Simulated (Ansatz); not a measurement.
G0W0 rungs for Sb2Se3 (quintuple layer).

The cell holds 5 atoms: 3 Se and 2 Sb. Its edges and angles: a = 4.063 Å, b = 4.063 Å, c = 37.000 Å, α = 90.0°, β = 90.0°, γ = 120.0°. Vacuum lies along c.

```xyz
5
Lattice="4.0634 0.0000 0.0000 -2.0317 3.5190 0.0000 0.0000 0.0000 37.0000" Properties=species:S:1:pos:R:3
Se    0.0000    0.0000   18.5000
Sb    0.0000    2.3460   20.3940
Sb    2.0317    1.1730   16.6060
Se    2.0317    1.1730   21.9492
Se    0.0000    2.3460   15.0508
```

The structure was relaxed with PBE. The runs that relaxed it are not among those shown. Spin-orbit coupling is left out unless a run names it.

Runs so far (Ansatz 0.2.0, start PBE, PAW set soft_1 files, 6×6×1 mesh). Times are wall times on 4 threads of Arm Neoverse V2, shared host, good to a factor of about two.

```tsv
bands summed	cutoff (eV)	gap on the mesh (eV)	time
142	19.5	0.978	48 s
331	39	0.999	2 min
```

Question: What should the next rung give, with 668 bands and screening to 65 eV, and where is the limit?

The error falls about as one over the bands when the cutoff rises with them. A line through the two highest rungs given predicts 1.007 eV; the run gave 1.079 eV, a miss of 0.071 eV, so the law fails here: the steps don't follow it yet. The two highest rungs put the limit near 1.157 eV, the pair below near 1.015 eV; neither can be trusted until a further rung is run.

Gaps are over the mesh's points; an edge off the mesh would be missed. Limits: not at the basis limit; coarse mesh for a sheet; no spin-orbit coupling.

[Paths, hosts, dates, memory and timing lines, banners, echoed tables and standing remarks are left out of the program output.]

[Logs are printed without paths, hosts, clocks, repeated set-up lines and the standing remarks that a program may print on its own settings, such as how far it seeks lower states.]

[Runs of the session that timed out or met a known fault of the program may be left out.]

[Cells called generated may have been cut or substituted from an entry of the Crystallography Open Database or the Materials Project.]

[Hosts, paths, dates, database ids (printed as entryN), source tags and the programs' standing remarks are cut or masked in the printed files.]
